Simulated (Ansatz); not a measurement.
# VGe2P4 monolayer in a perpendicular field, part 2 of 2

Aim: how the VGe2P4 monolayer screens a field along its normal, and what the field does to its bands. A positive field points along +c.

Ansatz 0.2.0; plane-wave DFT, PBE-D3(BJ), Ansatz PAW (set soft_1); PAW set soft_1.

So far. Step 2 (Relaxing the slab): The lattice constant a goes from 3.580 to 3.515 Å.

## 3. Atoms held, field 0

A sawtooth potential applies the field, turning back in the middle of the vacuum. With the dipole correction the typed value is the field outside the slab. The induced dipole is small, so the SCF threshold is tight.

The cell differs from the one that the last finished run ended in (c 47.951 → 27.500 Å).

File input.yaml:

```yaml
crystal:
  lattice:
    - [3.5151083033, 0.0, 0.0]
    - [-1.7575541517, 3.0441730877, 0.0]
    - [0.0, 0.0, 27.4995841301]
  atoms:
    - { symbol: P, position: [0.0, 0.0, 0.3272776765] }
    - { symbol: Ge, position: [0.3333333333, 0.6666666667, 0.3674167063], spin: 0.01 }
    - { symbol: P, position: [0.3333333333, 0.6666666667, 0.4522096226], spin: -0.03 }
    - { symbol: V, position: [0.0, 0.0, 0.5], spin: 0.64 }
    - { symbol: P, position: [0.3333333333, 0.6666666667, 0.5477903774], spin: -0.03 }
    - { symbol: Ge, position: [0.3333333333, 0.6666666667, 0.6325832937], spin: 0.01 }
    - { symbol: P, position: [0.0, 0.0, 0.6727223235] }
magnetization:
  spin_polarized: true
kpoints:
  mp_grid: { grid: [18, 18, 1] }
  band_path:
    path: [[0, 0, 0], [0.5, 0, 0], [0.33333333, 0.33333333, 0], [0, 0, 0]]
    npoints: 16
hamiltonian:
  xc: pbe
  dispersion: d3bj
  pseudopotentials: { kind: paw, azcp: { folder: soft_1 } }
scf:
  occupations: { method: fermi_dirac, width: 0.02585 }
  convergence: { dr2_threshold: 1.0e-10 }
efield:
  axis: 3
  dipole_correction: true
  ramp_position: 0.97
  ramp_width: 0.06
  amplitude: 0
output:
  dos: { projected: true, e_range: [-6, 5] }
  write_potential: true
  write_density: true
  volumetric_format: npy
  elf: true
```

The run is started by

```
ansatz run input.yaml --threads 4 --pin off --max-ram 6144MiB --backend cpu --events-out ev --progress --plain --runs-dir out
```

Numbers of over 12 decimals in the logs are rounded to 6 here.

The program printed:

```text
[...]
Crystal: 7 atoms, lattice volume = 294.262 Å³
Basis set: ecut = 420 eV, 5725 PW (Γ)
Bands: 38, of which v1, the nominal top of the filled ones, is band 31 counted from 1 (30 counted from 0)
Symmetry: 6 space group operations
k-points: 37 of 324 (time reversal used)
[...]
Starting moments: Σ|m| = 0.72 μB on 5 of 7 sites
[...]
SCF iter   1: F=—  HF=-14523.193664 eV  |F-HF|=—  |Δ(HF+E_count)|=         —  Δρ=1.73e-2 (↑1.73e-2 ↓1.52e-2)  dr2=3.44e0  dr2_m=1.23e-1  M=0.194 μB ∫|m|=0.252 μB  β_m=0.44  ethr=3.10e-3  p=0.000 e·Å  D=1.69e-13 V/Å  ΔV_dip=-0.00 eV  dr2_dipole=1.56e-5  V_vac-E_F(+/−)=6.32/6.32 eV  ⟨swp⟩=11.2  Hψ=15581  notcnv=0
[...]
efield: sawtooth ramp at fractional position 0.9700 (set: `efield.ramp_position`, or a place that a band, a saddle search or an elastic batch's reference lends), width 0.0600; the density the first Hamiltonian is built on has a dipole p = 0.000 e·Å; the dipole correction subtracts the counter field D = 1.69e-13 V/Å, which shifts the + side's vacuum level by -0.00 eV against the − side's; the planar-averaged density in the ramp window peaks in size at 6.5e-6 e/Å³
[...]
SCF iter   2: F=—  HF=-14525.677407 eV  |F-HF|=—  |Δ(HF+E_count)|=    2.48e0  Δρ=1.07e-2 (↑1.07e-2 ↓1.00e-2)  dr2=1.33e0  dr2_m=3.38e-2  M=0.209 μB ∫|m|=0.267 μB  β_m=0.52  ethr=3.10e-3  p=-0.000 e·Å  D=-1.22e-5 V/Å  ΔV_dip=0.00 eV  dr2_dipole=1.16e-7  V_vac-E_F(+/−)=6.00/6.00 eV  ⟨swp⟩=2.1  Hψ=3868  notcnv=0  defer=143
density mixer auto → msr1: a metal under ldos (density of states about μ 0.80 of a free-electron gas's, 36 screened modes)
SCF iter   3: F=—  HF=-14528.303068 eV  |F-HF|=—  |Δ(HF+E_count)|=    2.63e0  Δρ=3.20e-3 (↑3.20e-3 ↓2.98e-3)  dr2=7.44e-2  dr2_m=9.59e-3  M=0.344 μB ∫|m|=0.398 μB  β_m=0.66  ethr=2.17e-3  p=0.000 e·Å  D=2.84e-4 V/Å  ΔV_dip=-0.01 eV  dr2_dipole=3.40e-5  V_vac-E_F(+/−)=5.74/5.75 eV  ⟨swp⟩=2.9  Hψ=4382  notcnv=0  defer=143
[...]
SCF iter  17: F=-14528.474802 eV  HF=-14528.474802 eV  |F-HF|=1.82e-11  |Δ(HF+E_count)|=  5.46e-11  Δρ=1.28e-8 (↑1.28e-8 ↓9.64e-9)  dr2=2.78e-12  dr2_m=2.01e-13  M=0.797 μB ∫|m|=0.982 μB  ethr=1.00e-12  p=-0.000 e·Å  D=-3.46e-8 V/Å  ΔV_dip=0.00 eV  dr2_dipole=5.53e-15  V_vac-E_F(+/−)=5.46/5.46 eV  ⟨swp⟩=12.0  Hψ=10139  notcnv=0
SCF 1 converged in 17 iterations: F = -14528.474802 eV  dr2 = 2.78e-12
[...]
NSCF: frozen V_eff on 49 k-points
efield: sawtooth ramp at fractional position 0.9700 (kept from the solve that this one continues, or follows in the run), width 0.0600; the density the first Hamiltonian is built on has a dipole p = -0.000 e·Å; the dipole correction subtracts the counter field D = -3.46e-8 V/Å, which shifts the + side's vacuum level by +0.00 eV against the − side's; the planar-averaged density in the ramp window peaks in size at 6.3e-6 e/Å³
SCF converged after 17 iterations
Magnetization: 0.7973 μB (30.8986 up, 30.1014 down)
Absolute magnetization: 0.9826 μB (∫|ρ↑−ρ↓|, with the PAW one-centre terms)
[...]
Per-site moments (μB) at R_I (Å): [(0.00175943, 0.952960), (0.00585716, 0.952960), (-0.030708, 0.961855), (0.656303, 0.997348), (-0.030708, 0.961855), (0.00585716, 0.952960), (0.00175944, 0.952960)]
Free energy (F): -14528.474802 eV
[...]
Internal energy: -14528.472028 eV  (E = F + TS)
E sigma→0 (E₀):  -14528.473415 eV
Entropy (-TS):   -0.002775 eV (-0.396 meV/atom)
Fermi energy:    0.727579 eV
Dipole field:    D = -0.000000 V/Å  (p = -0.000000 e·Å, saw-weighted, corrected)
Work function:   Φ+ = 5.4649 eV   Φ− = 5.4649 eV
Levels:          The Fermi level and band energies are counted from a zero that moves with the ramp; work functions are not
[...]
--- Band table (eV; the first three rows and the last of 74) ---
  k-point 0 ↑: bands = [... 27 lower, 0.4158, 0.4864, 0.4864, 0.8605, 3.5562, 3.5562, 3.6521, 3.7255, ... 3 higher]
  k-point 1 ↑: bands = [... 27 lower, 0.3172, 0.3215, 0.4040, 0.8733, 3.4181, 3.5275, 3.6100, 3.6915, ... 3 higher]
  k-point 2 ↑: bands = [... 27 lower, 0.0791, 0.1992, 0.2736, 0.8302, 3.1267, 3.1566, 3.5543, 3.7410, ... 3 higher]
  k-point 36 ↓: bands = [... 27 lower, -1.6014, -0.7172, -0.0759, 1.3377, 2.0426, 2.2421, 2.7446, 3.0517, ... 3 higher]
```

Wall time 80 s (4 threads of Intel Xeon Platinum 8259CL at 2.50GHz (Skylake/Cascade Lake), shared host); peak memory 1.3 GiB.

Numbers from this step:

| Quantity | Value |
| --- | --- |
| energy at zero smearing | -14528.4734 eV |
| total moment | 0.7973 μB |
| site moments | 0.001759, 0.005857, -0.03071, 0.6563, -0.03071, 0.005857, 0.001759 μB |
| work function, upper face | 5.465 eV |
| dipole along the normal | -1.90e-7 e·Å |

Running mean over a fixed 2.7 Å (it still follows the layers) of the planar mean; the ramp of the sawtooth is left out. Electron's electrostatic potential energy less the Fermi level against z:

z (Å), electron's electrostatic potential energy less the Fermi level (eV) and a bar from the least value:
```
        4       5.46 ##############################
        5       5.46 ##############################
        6       5.42 ##############################
        7       4.61 ############################
        8      -0.04 ##################
        9      -4.61 #######
       10      -5.36 ######
       11      -3.02 ###########
       12      -3.62 #########
       13      -6.99 ##
       14      -7.81 
       15      -5.15 ######
       16      -3.13 ###########
       17      -3.80 #########
       18      -5.87 ####
       19      -2.61 ############
       20       2.67 ########################
       21       5.26 ##############################
       22       5.45 ##############################
       23       5.46 ##############################
       24       5.46 ##############################
```

The density of states has structure finer than the step of the table below, so its rows give means over 0.25 eV, whole bins alone (the curve runs from -6 to 1.99 eV). Peaks (eV: height): total -5.060: 7.36, -2.310: 8.61, -2.200: 6.72, -1.970: 8.20, -1.530: 9.14, -1.310: 8.07, -1.090: 8.21; up -2.360: 4.75, -2.200: 3.97, -1.970: 4.82, -1.670: 4.38, -1.560: 4.92, -1.120: 4.50, -0.460: 4.99; down -3.680: 4.42, -3.110: 4.28, -2.310: 5.27, -1.840: 4.03, -1.530: 5.02, -1.310: 4.26, -1.040: 5.09.

Density of states against energy, zero at the Fermi level; means over each step; values in states/eV a cell:

| energy (eV) | total | up | down |
| --- | --- | --- | --- |
| -5.75 | 0.397 | 0.199 | 0.198 |
| -5.50 | 0.431 | 0.216 | 0.215 |
| -5.25 | 0.649 | 0.335 | 0.314 |
| -5.00 | 1.91 | 1.21 | 0.702 |
| -4.75 | 5.05 | 2.48 | 2.57 |
| -4.50 | 2.73 | 1.49 | 1.24 |
| -4.25 | 2.64 | 1.20 | 1.43 |
| -4.00 | 2.28 | 1.27 | 1.01 |
| -3.75 | 4.73 | 2.29 | 2.44 |
| -3.50 | 2.69 | 1.31 | 1.39 |
| -3.25 | 2.95 | 1.75 | 1.20 |
| -3.00 | 3.85 | 1.73 | 2.12 |
| -2.75 | 3.27 | 1.78 | 1.49 |
| -2.50 | 5.32 | 2.76 | 2.56 |
| -2.25 | 6.66 | 3.42 | 3.24 |
| -2.00 | 6.29 | 3.27 | 3.02 |
| -1.75 | 4.90 | 2.40 | 2.50 |
| -1.50 | 7.07 | 3.83 | 3.25 |
| -1.25 | 6.41 | 3.21 | 3.21 |
| -1.00 | 6.64 | 2.83 | 3.81 |
| -0.75 | 3.20 | 1.53 | 1.67 |
| -0.50 | 3.74 | 2.78 | 0.955 |
| -0.25 | 1.59 | 1.23 | 0.361 |
| 0.00 | 1.39 | 0.628 | 0.764 |
| 0.25 | 1.78 | 0.0927 | 1.69 |
| 0.50 | 1.47 | 0.500 | 0.968 |
| 0.75 | 1.34 | 0.755 | 0.581 |
| 1.00 | 1.41 | 1.41 | 0 |
| 1.25 | 2.22 | 1.73 | 0.491 |
| 1.50 | 2.47 | 0.986 | 1.48 |
| 1.75 | 3.63 | 1.23 | 2.40 |

Projected DOS per atom over height of the atomic layer and energy from the Fermi level. Layers: P Ge P V P Ge P from below.

Ten even steps from '0' (0.01 states/eV) to '9' (2.05 states/eV), each cell a mean:
```
1119111
0007000
0006000
0005000
0006000
0005000
1007001
2024202
5157515
5157515
4144414
5253525
3243423
2122212
2122212
2232322
1121211
1131311
2241422
1000001
0000000
0000000
```
Columns: height of the atomic layer (Å) from 9 to 18.5 (not evenly spaced); rows upwards: energy from the Fermi level (eV) from -5.96 to 1.96.

Projected DOS per atom, spin up over height of the atomic layer and energy from the Fermi level. Layers: P Ge P V P Ge P from below.

Ten even steps from '0' (0.00 states/eV) to '9' (1.36 states/eV), each cell a mean:
```
1114111
0004000
0009000
0004000
0001000
0003000
1009001
1014101
3035303
4146414
3133313
4133314
2132312
2111112
1111111
2121212
1021201
1121211
1231321
0000000
0000000
0000000
```
Columns: height of the atomic layer (Å) from 9 to 18.5 (not evenly spaced); rows upwards: energy from the Fermi level (eV) from -5.96 to 1.96.

Projected DOS per atom, spin down over height of the atomic layer and energy from the Fermi level. Layers: P Ge P V P Ge P from below.

Ten even steps from '0' (0.00 states/eV) to '9' (1.46 states/eV), each cell a mean:
```
0009000
0006000
0000000
0002000
0007000
0003000
0000000
2011102
3045403
3144413
3122213
4132314
2121212
2111112
1111111
2121212
0010100
1120211
1220221
0000000
0000000
0000000
```
Columns: height of the atomic layer (Å) from 9 to 18.5 (not evenly spaced); rows upwards: energy from the Fermi level (eV) from -5.96 to 1.96.

Deep bands are left out, so band numbers here count from the lowest band kept and differ from the log's. The electronic bands at the labelled points (eV, zero at the Fermi level; # counts the bands kept):

| point | up #9 | up #11 | up #12 | up #13 | down #9 | down #11 | down #12 | down #13 |
| --- | --- | --- | --- | --- | --- | --- | --- | --- |
| Γ | -0.31 | -0.24 | -0.24 | 0.13 | -0.30 | -0.17 | -0.17 | 0.78 |
| halfway | -1.63 | -1.12 | -0.80 | -0.30 | -1.53 | -0.96 | -0.77 | 0.40 |
| M | -1.85 | -1.51 | -0.95 | -0.77 | -1.83 | -1.46 | -0.82 | -0.18 |
| halfway | -2.13 | -1.57 | -1.09 | -0.34 | -2.04 | -1.52 | -1.03 | 0.27 |
| K | -2.46 | -1.46 | -0.84 | -0.01 | -2.42 | -1.44 | -0.80 | 0.61 |
| halfway | -1.84 | -1.29 | -0.82 | -0.38 | -1.73 | -1.16 | -0.78 | 0.34 |
| Γ | -0.31 | -0.24 | -0.24 | 0.13 | -0.30 | -0.17 | -0.17 | 0.78 |

Site moment by atom:

| atom | site moment (μB) |
| --- | --- |
| P1 | 0.002 |
| Ge2 | 0.006 |
| P3 | -0.031 |
| V4 | 0.656 |
| P5 | -0.031 |
| Ge6 | 0.006 |
| P7 | 0.002 |

Spin density in the ca plane at fractional y = 0.667, with atoms of Ge and P within 0.2 Å of it.

Ten even steps from '0' (-1.15 × 1e-2 e/Å³) to '9' (4.03 × 1e-2 e/Å³), each cell a mean:
```
22222222222222222222222222222223598422222222
22222222222222222222222222222223599432222222
22222222222222222222222222222222477422222222
22222222222222222222222222221101244210112222
22222222222222222222222222321000122100022322
22222222222222222222222212332210011011223321
22222222222222222222222223332110011001123322
22222222222222222222222222221000233100012222
22222222222222222222222222221111366311112222
```
Columns run along c (16.0 Å, from fractional 0.06 to 0.64 of the cell), rows up along a (3.5 Å). Atoms in or near the plane, at fractional coordinates: Ge at (0.37, 0.33), P at (0.45, 0.33), P at (0.55, 0.33), Ge at (0.63, 0.33).

Valence density in the ca plane at fractional y = 0.667, with atoms of Ge and P within 0.2 Å of it. It is the smooth field of the valence electrons, not physical close to the nuclei.

Values in e/Å³, 5 rows by 16 columns, each cell a mean:
```
 0  0  0  0  0  0  0  0  0  0  0  0  0  0  0  0
 0  0  0  0  0  0  0  0  0  0  0  0  0  0  0  0
 0  0  0  0  0  0  0  0  6  1  1  1  0  1  1  4
 0  0  0  0  0  0  0  0 14  3  1  0  0  0  1 10
 0  0  0  0  0  0  0  0  1  0  0  0  0  1  0  0
```
Columns run along c (16.0 Å, from fractional 0.06 to 0.64 of the cell), rows up along a (3.5 Å). Atoms in or near the plane, at fractional coordinates: Ge at (0.37, 0.33), P at (0.45, 0.33), P at (0.55, 0.33), Ge at (0.63, 0.33).

ELF of down spins in the ca plane at fractional y = 0.667, with atoms of Ge and P within 0.2 Å of it. It is the smooth field of the valence electrons, not physical close to the nuclei.

Ten even steps from '0' (0.00) to '9' (0.86), each cell a mean:
```
00000000000000024688877642112454100145321124
00000000000000025788876531001232100123210013
00000000000000013577777653224676311377632235
00000000000000001234566554567899733799875545
00000000000000000001344224688557845874698642
00000000000000000000232333698101645610299624
00000000000000000001243223698314745741399632
00000000000000000012455444678889844898887544
00000000000000002356777654346899522699853345
```
Columns run along c (16.0 Å, from fractional 0.06 to 0.64 of the cell), rows up along a (3.5 Å). Atoms in or near the plane, at fractional coordinates: Ge at (0.37, 0.33), P at (0.45, 0.33), P at (0.55, 0.33), Ge at (0.63, 0.33).

The work function of the upper face is 5.46 eV.

## 4. Atoms held, field 0.1 V/Å

Edit input.yaml of step 3 so:

```diff
@@ -30,7 +30,6 @@
   dipole_correction: true
-  ramp_position: 0.97
-  ramp_width: 0.06
-  amplitude: 0
+  ramp_position: 0.9553
+  ramp_width: 0.0895
+  amplitude: 0.1
 output:
-  dos: { projected: true, e_range: [-6, 5] }
   write_potential: true
@@ -38,2 +37 @@
   volumetric_format: npy
-  elf: true
```

The program printed:

```text
[...]
Crystal: 7 atoms, lattice volume = 294.262 Å³
Basis set: ecut = 420 eV, 5725 PW (Γ)
Bands: 38, of which v1, the nominal top of the filled ones, is band 31 counted from 1 (30 counted from 0)
Symmetry: 6 space group operations
k-points: 37 of 324 (time reversal used)
[...]
Starting moments: Σ|m| = 0.72 μB on 5 of 7 sites
[...]
k-point 1 ↑: bands = [... 27 lower, 0.3168, 0.3186, 0.4061, 0.8731, 3.4171, 3.5273, 3.6092, 3.6914, ... 3 higher]
  k-point 2 ↑: bands = [... 27 lower, 0.0772, 0.2003, 0.2730, 0.8299, 3.1240, 3.1581, 3.5538, 3.7407, ... 3 higher]
  k-point 36 ↓: bands = [... 27 lower, -1.6019, -0.7179, -0.0759, 1.3372, 2.0421, 2.2415, 2.7438, 3.0513, ... 3 higher]
[key lines of the parts left out:]
SCF converged after 17 iterations
Magnetization: 0.7972 μB (30.8986 up, 30.1014 down)
Free energy (F): -14528.478230 eV
Fermi energy:    0.727209 eV
Dipole field:    D = 0.042158 V/Å  (p = 0.068558 e·Å, saw-weighted, corrected)
```

Wall time 73 s (4 threads); peak memory 1.3 GiB; 4.7 min of CPU time.

The dipole is 0.0686 e·Å.

## 5. Atoms held, field -0.1 V/Å

Edit input.yaml of step 4 so:

```diff
@@ -32,3 +32,3 @@
   ramp_width: 0.0895
-  amplitude: 0.1
+  amplitude: -0.1
 output:
```

The program printed:

```text
[...]
Crystal: 7 atoms, lattice volume = 294.262 Å³
Basis set: ecut = 420 eV, 5725 PW (Γ)
Bands: 38, of which v1, the nominal top of the filled ones, is band 31 counted from 1 (30 counted from 0)
Symmetry: 6 space group operations
k-points: 37 of 324 (time reversal used)
[...]
Starting moments: Σ|m| = 0.72 μB on 5 of 7 sites
[...]
k-point 1 ↑: bands = [... 27 lower, 0.3170, 0.3188, 0.4063, 0.8732, 3.4172, 3.5275, 3.6094, 3.6915, ... 3 higher]
  k-point 2 ↑: bands = [... 27 lower, 0.0774, 0.2005, 0.2732, 0.8301, 3.1242, 3.1583, 3.5539, 3.7408, ... 3 higher]
  k-point 36 ↓: bands = [... 27 lower, -1.6017, -0.7177, -0.0758, 1.3374, 2.0422, 2.2417, 2.7440, 3.0514, ... 3 higher]
[key lines of the parts left out:]
SCF converged after 17 iterations
Magnetization: 0.7972 μB (30.8986 up, 30.1014 down)
Free energy (F): -14528.478230 eV
Fermi energy:    0.727368 eV
Dipole field:    D = -0.042158 V/Å  (p = -0.068557 e·Å, saw-weighted, corrected)
```

Run time: 72 s. Hardware: 4 threads; peak memory 1.3 GiB; 4.6 min of CPU time.

The dipole is -0.0686 e·Å.

## 6. Response, atoms held

This step: plane-wave DFT, PBE-D3(BJ), Ansatz PAW (set soft_1); response to a field along the normal, atoms held; PAW set soft_1 (Ansatz 0.2.0).

The dipoles give the slope, and the difference of two potentials shows where the field is screened.

Numbers from this step:

* equivalent conductor thickness p/(ε₀AE): 11.59 Å
* distance between the outer atoms: 9.500 Å

The dipole of the cell by applied field:

| applied field (V/Å) | dipole of the cell (e·Å) |
| --- | --- |
| -0.1000 | -0.0686 |
| 0.0000 | -1.9e-7 |
| 0.1000 | 0.0686 |

The total moment stays at 0.797 μB for applied field from -0.1 to 0.1 V/Å.

Local field over the applied field, running mean. From the potentials at -0.1 and 0.1 V/Å; running mean over 2.5 Å. Table of local field over applied field by z:

| z (Å) | local field over applied field |
| --- | --- |
| 4.5 | 0.998 |
| 5.0 | 0.995 |
| 5.5 | 0.985 |
| 6.0 | 0.960 |
| 6.5 | 0.899 |
| 7.0 | 0.781 |
| 7.5 | 0.614 |
| 8.0 | 0.435 |
| 8.5 | 0.260 |
| 9.0 | 0.120 |
| 9.5 | 0.0562 |
| 10.0 | 0.0441 |
| 10.5 | 0.0435 |
| 11.0 | 0.0552 |
| 11.5 | 0.0591 |
| 12.0 | 0.0395 |
| 12.5 | 0.0283 |
| 13.0 | 0.0238 |
| 13.5 | 0.00911 |
| 14.0 | 0.00912 |
| 14.5 | 0.0238 |
| 15.0 | 0.0283 |
| 15.5 | 0.0395 |
| 16.0 | 0.0591 |
| 16.5 | 0.0552 |
| 17.0 | 0.0435 |
| 17.5 | 0.0442 |
| 18.0 | 0.0563 |
| 18.5 | 0.121 |
| 19.0 | 0.260 |
| 19.5 | 0.435 |
| 20.0 | 0.614 |
| 20.5 | 0.781 |
| 21.0 | 0.899 |
| 21.5 | 0.960 |
| 22.0 | 0.985 |
| 22.5 | 0.995 |
| 23.0 | 0.998 |

The induced electron density oscillates, so the rows of the table below give means over windows of 1.58 Å about each position, cut where the curve ends. Its maxima inside the range that stand out by 2 % of the span (Å: e/Å³ per V/Å): 8.0: 0.00366, 9.3: 8.3e-4, 11.0: 5.8e-4, 12.5: 8.9e-4, 14.2: 8.4e-4, 15.6: 2.3e-4, 17.2: 0.00129, 18.6: -4.3e-4. Its minima: 8.9: 4.3e-4, 10.3: -0.00129, 11.9: -2.3e-4, 13.3: -8.4e-4, 15.0: -8.9e-4, 16.5: -5.8e-4, 18.2: -8.3e-4, 19.5: -0.00366.

Electrons, planar mean, per unit field. Table of induced electron density by z; means over each step:

| z (Å) | induced electron density (e/Å³ per V/Å) |
| --- | --- |
| 4.80 | 2.2e-5 |
| 6.38 | 5.7e-4 |
| 7.96 | 0.00263 |
| 9.54 | 8.6e-5 |
| 11.12 | -8.4e-6 |
| 12.70 | 8.5e-5 |
| 14.28 | 2.0e-5 |
| 15.86 | -2.5e-4 |
| 17.44 | 2.6e-4 |
| 19.02 | -0.00200 |
| 20.60 | -0.00133 |
| 22.18 | -6.9e-5 |

By hand: between -0.1 and 0.1 V/Å the dipole changes by 0.1371 e·Å, a slope of 0.6856 e·Å²/V. A perfect conductor of thickness t has p = ε₀AEt, so t = 180.95 × 0.6856 / 10.701 = 11.59 Å (e/ε₀ = 180.95 V·Å, A in Å²).

The induced dipole is that of a conductor 11.59 Å thick.

## 7. Outcome

```
gap without field                          : none
work function, upper face                  : 5.46 eV
equivalent conductor thickness, atoms held : 11.6 Å
```

The induced dipole equals that of a perfect conductor 11.59 Å thick, while the outer atoms lie 9.50 Å apart. There is no gap over 0.03 eV, with or without the field. For an open d or f shell that can be the fault of a semilocal functional without a Hubbard term. The magnetic order is the one reached from the typed start; other orders were not compared. Spin-orbit coupling is left out. The outer anions sit over the metal atoms, one of several polytypes of such layers and not the lowest for every compound.

[Logs are printed without paths, hosts, clocks, repeated set-up lines and the standing remarks that a program may print on its own settings, such as how far it seeks lower states.]

[Hosts, paths, dates, database ids (printed as entryN), source tags and the programs' standing remarks are cut or masked in the printed files.]

[Maps of the electrostatic potential energy from Ansatz leave out the sawtooth potential of an applied field or a dipole correction, so their vacuum need not be flat; planar profiles and work functions include it.]
